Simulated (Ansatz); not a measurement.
# G0W0 on several functionals: CsSnI3 (Pm-3m)

Aim: G0W0 for CsSnI3 (Pm-3m) on several starting functionals, at one mesh, band count and screening cutoff.

Main program and level: Ansatz 0.2.0; G0W0 on several functionals, plane waves, PAW.

Report form: the programs' logs are mostly left out.

In doubt: masses and optical values from hybrid runs of this build are listed as unsure (steps 6, 7, 8), which bears on the screening that GW takes from such a start.

## Step 1: The structure

Symmetry: Pm-3m, No. 221, cubic system. Conventional cell: a = 6.286 Å, b = 6.286 Å, c = 6.286 Å, α = 90.00°, β = 90.00°, γ = 90.00°. Nearest to Cs lie 12 I at 4.45 Å. Nearest to Sn lie 6 I at 3.14 Å. Nearest to I lie 2 Sn at 3.14 Å and 4 Cs at 4.45 Å. Farther neighbours and most contacts between anions are not listed.

The cell and positions are those that the Materials Project relaxed with its own functionals (PBE, PBE+U or r2SCAN), kept fixed. Spin-orbit coupling is left out unless a step names it.

## Step 2: G0W0 on PBEsol

G0W0 replaces the xc potential by the self-energy, built once from these orbitals. Only a window of levels is corrected, while the sums run over the empty bands that the input names. This step takes PAW set soft_1 files.

This step: G0W0 on PBEsol, plane waves, PAW; PAW set soft_1.

input.yaml

```yaml
crystal:
  lattice:
    - [6.286228, 0.0, 0.0]
    - [0.0, 6.286228, 0.0]
    - [0.0, 0.0, 6.286228]
  atoms:
    - { symbol: Cs, position: [0.5, 0.5, 0.5] }
    - { symbol: Sn, position: [0.0, 0.0, 0.0] }
    - { symbol: I, position: [0.5, 0.0, 0.0] }
    - { symbol: I, position: [0.0, 0.0, 0.5] }
    - { symbol: I, position: [0.0, 0.5, 0.0] }
kpoints:
  mp_grid: { grid: [2, 2, 2] }
hamiltonian:
  xc: pbesol
  pseudopotentials: { kind: paw, azcp: { folder: soft_1 }, xc_functional: pbe }
scf:
  occupations: { method: fixed }
gw:
  n_empty_bands: 564
  ecut_chi: 100
  qp_bands: [v2, c2]
  qp_kpoints: band_edges
  screening: { model: contour_deformation }
```

On the command line:

```bash
$ ansatz run input.yaml --threads 3 --pin off --max-ram 92160MiB --backend cuda --events-out ev --progress --plain --runs-dir out --devices 1 --max-vram 13GiB
```

Elapsed: 10 s, on 1 × NVIDIA H100 80GB HBM3 (shared by 6 runs) with 3 threads of AMD EPYC 7R13 (Zen 3), shared host; peak memory 1.6 GiB; 14 s of CPU time.

This step gave:

- bands summed: 601
- RPA ε∞ on this mesh (eigenvalues): 268.4, 268.4, 268.4
- plane waves in the screening matrix: 587
- q-points in the mesh: 8
- G0W0 gap on the mesh: 0.8989 eV
- k of the valence top: -0.5, -0.5, -0.5
- k of the conduction bottom: -0.5, -0.5, -0.5
- starting gap on the mesh: 0.3441 eV
- Z at the valence top: 0.7360
- Z at the conduction bottom: 0.7411
- least direct G0W0 gap on the computed points: 0.8989 eV

The gap on the mesh goes from 0.34 eV to 0.90 eV, a correction of +0.55 eV. Between the two edge states, bare exchange in place of the xc potential would open the gap by 5.37 eV, and correlation takes back 4.82 eV.

## Step 3: G0W0 on LDA

The same correction from a different start measures what one shot leaves open.

This step: G0W0 on LDA, plane waves, PAW; PAW set soft_1.

Edit input.yaml of step 2 so:

```diff
@@ -14,3 +14,3 @@
 hamiltonian:
-  xc: pbesol
+  xc: lda
   pseudopotentials: { kind: paw, azcp: { folder: soft_1 }, xc_functional: pbe }
```

Run time: 9.9 s. Hardware: 1 × NVIDIA H100 80GB HBM3 (shared by 6 runs) with 3 threads; peak memory 1.6 GiB.

This step gave:

* bands summed: 601
* RPA ε∞ on this mesh (eigenvalues): 251.0, 251.0, 251.0
* plane waves in the screening matrix: 587
* q-points in the mesh: 8
* G0W0 gap on the mesh: 0.8983 eV
* k of the valence top: -0.5, -0.5, -0.5
* k of the conduction bottom: -0.5, -0.5, -0.5
* starting gap on the mesh: 0.3522 eV
* Z at the valence top: 0.7345
* Z at the conduction bottom: 0.7397
* least direct G0W0 gap on the computed points: 0.8983 eV

Against the run with 2×2×2 mesh, 564 empty bands, screening to 100 eV, PAW set soft_1 files on PBEsol, the gap moves by −0.001 eV.

## Step 4: G0W0 on PBE

This step: G0W0 on PBE, plane waves, PAW; PAW set soft_1.

Edit input.yaml of step 3 so:

```diff
@@ -14,4 +14,4 @@
 hamiltonian:
-  xc: lda
-  pseudopotentials: { kind: paw, azcp: { folder: soft_1 }, xc_functional: pbe }
+  xc: pbe
+  pseudopotentials: { kind: paw, azcp: { folder: soft_1 } }
 scf:
```

It took 10 s on 1 × NVIDIA H100 80GB HBM3 (shared by 6 runs) with 3 threads; peak memory 1.6 GiB; 13 s of CPU time.

This step gave:

```
bands summed                                 : 601
RPA ε∞ on this mesh (eigenvalues)            : 172.9, 172.9, 172.9
plane waves in the screening matrix          : 587
G0W0 gap on the mesh                         : 0.9183 eV
k of the valence top                         : -0.5, -0.5, -0.5
k of the conduction bottom                   : -0.5, -0.5, -0.5
starting gap on the mesh                     : 0.4067 eV
least direct G0W0 gap on the computed points : 0.9183 eV
```

Against the run with 2×2×2 mesh, 564 empty bands, screening to 100 eV, PAW set soft_1 files on LDA, the gap moves by +0.020 eV, while the start moved by +0.05 eV.

## Step 5: G0W0 on r2SCAN

This step: G0W0 on r2SCAN, plane waves, PAW; PAW set soft_1.

Edit input.yaml of step 4 so:

```diff
@@ -14,3 +14,3 @@
 hamiltonian:
-  xc: pbe
+  xc: r2scan
   pseudopotentials: { kind: paw, azcp: { folder: soft_1 } }
```

Wall time 14 s (1 × NVIDIA H100 80GB HBM3 (shared by 6 runs) with 3 threads); peak memory 2 GiB; 19 s of CPU time.

This step gave:

```yaml
bands_summed: 601
rpa_eps_infinity_on_this_mesh_eigenvalues: 70.31, 70.31, 70.31
plane_waves_in_the_screening_matrix: 587
g0w0_gap_on_the_mesh: 1.066 eV
k_of_the_valence_top: -0.5, -0.5, -0.5
k_of_the_conduction_bottom: -0.5, -0.5, -0.5
starting_gap_on_the_mesh: 0.5975 eV
least_direct_g0w0_gap_on_the_computed_points: 1.066 eV
```

Against the run with 2×2×2 mesh, 564 empty bands, screening to 100 eV, PAW set soft_1 files on PBE, the gap moves by +0.15 eV, while the start moved by +0.19 eV.

## Step 6: G0W0 on HSE06

This step: G0W0 on HSE06, plane waves, PAW; PAW set soft_1.

Edit input.yaml of step 5 so:

```diff
@@ -14,3 +14,3 @@
 hamiltonian:
-  xc: r2scan
+  xc: hse06
   pseudopotentials: { kind: paw, azcp: { folder: soft_1 } }
```

It took 38 s on 1 × NVIDIA H100 80GB HBM3 (shared by 6 runs) with 3 threads; peak memory 1.8 GiB; 52 s of CPU time.

This step gave:

| Quantity | Value |
| --- | --- |
| bands summed | 601 |
| RPA ε∞ on this mesh (eigenvalues) | 27.32, 27.32, 27.32 |
| plane waves in the screening matrix | 587 |
| G0W0 gap on the mesh | 1.194 eV |
| k of the valence top | -0.5, -0.5, -0.5 |
| k of the conduction bottom | -0.5, -0.5, -0.5 |
| starting gap on the mesh | 0.9420 eV |
| least direct G0W0 gap on the computed points | 1.194 eV |

Against the run with 2×2×2 mesh, 564 empty bands, screening to 100 eV, PAW set soft_1 files on r2SCAN, the gap moves by +0.13 eV, while the start moved by +0.34 eV.

## Step 7: G0W0 on PBE0

This step: G0W0 on PBE0, plane waves, PAW; PAW set soft_1.

Edit input.yaml of step 6 so:

```diff
@@ -14,3 +14,3 @@
 hamiltonian:
-  xc: hse06
+  xc: pbe0
   pseudopotentials: { kind: paw, azcp: { folder: soft_1 } }
```

Wall time 37 s (1 × NVIDIA H100 80GB HBM3 (shared by 6 runs) with 3 threads); peak memory 1.8 GiB.

Numbers from this step:

| Quantity | Value |
| --- | --- |
| bands summed | 601 |
| RPA ε∞ on this mesh (eigenvalues) | 14.87, 14.87, 14.87 |
| plane waves in the screening matrix | 587 |
| G0W0 gap on the mesh | 1.435 eV |
| k of the valence top | -0.5, -0.5, -0.5 |
| k of the conduction bottom | -0.5, -0.5, -0.5 |
| starting gap on the mesh | 1.622 eV |
| least direct G0W0 gap on the computed points | 1.435 eV |

Against the run with 2×2×2 mesh, 564 empty bands, screening to 100 eV, PAW set soft_1 files on HSE06, the gap moves by +0.24 eV, while the start moved by +0.68 eV.

## Step 8: G0W0 on Hartree-Fock

This step: G0W0 on Hartree-Fock, plane waves, PAW; PAW set soft_1.

Edit input.yaml of step 7 so:

```diff
@@ -14,3 +14,3 @@
 hamiltonian:
-  xc: pbe0
+  xc: hf
   pseudopotentials: { kind: paw, azcp: { folder: soft_1 } }
```

Run time: 39 s. Hardware: 1 × NVIDIA H100 80GB HBM3 (shared by 6 runs) with 3 threads; peak memory 1.9 GiB; 53 s of CPU time.

This step gave:

* bands summed: 601
* RPA ε∞ on this mesh (eigenvalues): 3.118, 3.118, 3.118
* plane waves in the screening matrix: 587
* G0W0 gap on the mesh: 2.940 eV
* k of the valence top: -0.5, -0.5, -0.5
* k of the conduction bottom: -0.5, -0.5, -0.5
* starting gap on the mesh: 5.803 eV
* least direct G0W0 gap on the computed points: 2.940 eV

Against the run with 2×2×2 mesh, 564 empty bands, screening to 100 eV, PAW set soft_1 files on PBE0, the gap moves by +1.50 eV, while the start moved by +4.18 eV.

## Step 9: The starts together

All on the 2×2×2 mesh with 564 empty bands and screening to 100 eV. Times are wall times on 1 × NVIDIA H100 80GB HBM3 (shared by 6 runs) with 3 threads of AMD EPYC 7R13 (Zen 3), shared host, good to a factor of about two.

```tsv
start	starting gap (eV)	shift (eV)	G0W0 gap (eV)	RPA ε∞ (harmonic mean)	Z (valence, conduction)	time
PBEsol	0.34	+0.55	0.90	268.38	0.74, 0.74	10 s
LDA	0.35	+0.55	0.90	250.99	0.73, 0.74	9.9 s
PBE	0.41	+0.51	0.92	172.92	0.73, 0.74	10 s
r2SCAN	0.60	+0.47	1.07	70.31	0.74, 0.74	14 s
HSE06	0.94	+0.25	1.19	27.32	0.75, 0.75	38 s
PBE0	1.62	−0.19	1.44	14.87	0.78, 0.78	37 s
Hartree-Fock	5.80	−2.86	2.94	3.12	0.88, 0.88	39 s
```

The parts of the quasiparticle energy at the two band edges (eV; QP = start + Σx + Σc − Vxc):

```tsv
run	edge	start	Σx	Σc	Vxc	Z	QP
PBEsol	valence top	4.63	-17.06	1.02	-15.70	0.74	4.30
PBEsol	conduction bottom	4.98	-7.63	-3.80	-11.65	0.74	5.20
LDA	valence top	4.38	-17.10	0.98	-15.97	0.73	4.22
LDA	conduction bottom	4.73	-7.69	-3.87	-11.95	0.74	5.12
PBE	valence top	4.76	-17.07	1.05	-15.60	0.73	4.34
PBE	conduction bottom	5.17	-7.63	-3.76	-11.48	0.74	5.26
r2SCAN	valence top	4.66	-17.09	1.01	-15.69	0.74	4.25
r2SCAN	conduction bottom	5.25	-7.59	-3.71	-11.37	0.74	5.32
```

## Step 10: Results

```json
{"G0W0@PBEsol": "0.90 eV (start 0.34 eV)", "G0W0@LDA": "0.90 eV (start 0.35 eV)", "G0W0@PBE": "0.92 eV (start 0.41 eV)", "G0W0@r2SCAN": "1.07 eV (start 0.60 eV)", "G0W0@HSE06": "1.19 eV (start 0.94 eV)", "G0W0@PBE0": "1.44 eV (start 1.62 eV)", "G0W0@Hartree-Fock": "2.94 eV (start 5.80 eV)", "known limits": "not at the basis limit; mesh may overstate the screening; screening runs away on this mesh; no spin-orbit coupling; coarse k mesh"}
```

What this shows: The starting gaps span 5.46 eV and the G0W0 gaps 2.04 eV. Between PBEsol and Hartree-Fock, 2.04 eV of the 5.46 eV survives, 37 %. On PBE0 and Hartree-Fock the correction is negative: that start lies above its own G0W0 value. The smallest correction, −0.19 eV, is on PBE0, the start nearest to reproducing itself, though another is as near within the errors. Bands and cutoff are finite, so the gap is not at the basis limit. The miss can reach some tenths of an eV and take either sign; the mesh is an error of its own. The 2×2×2 mesh is coarse for this cell (its supercell is 13 Å along the shortest edge). The RPA ε∞ on it, from the PBEsol start, is 268.38; such meshes misread the long-range screening, most where the gap is narrow. The program warns that the mesh is coarse for exact exchange, which bears on the hybrid start's gap. This is the ideal cubic cell; many perovskites, halides above all, are cubic only on average, and local tilts or off-centring can widen the gap. For the r2SCAN and HSE06 start: The RPA ε∞ on this mesh reaches over 25; with a narrow direct gap a coarse mesh can overstate it, and the correction is then too small. For the PBEsol, LDA and PBE start: On this mesh the RPA ε∞ passes 90, more than nearly any semiconductor shows; a coarse mesh does this where one point with a narrow direct gap carries much weight. The screening is then too strong, and the G0W0 gap should not be taken as the material's. The many-body steps are scalar-relativistic: spin-orbit coupling is not in them.

[Paths, hosts, dates, memory and timing lines, banners, echoed tables and standing remarks are left out of the program output.]

[Logs are printed without paths, hosts, clocks, repeated set-up lines and the standing remarks that a program may print on its own settings, such as how far it seeks lower states.]

[Runs of the session that timed out or met a known fault of the program may be left out.]

[Cells called generated may have been cut or substituted from an entry of the Crystallography Open Database or the Materials Project.]

[Hosts, paths, dates, database ids (printed as entryN), source tags and the programs' standing remarks are cut or masked in the printed files.]
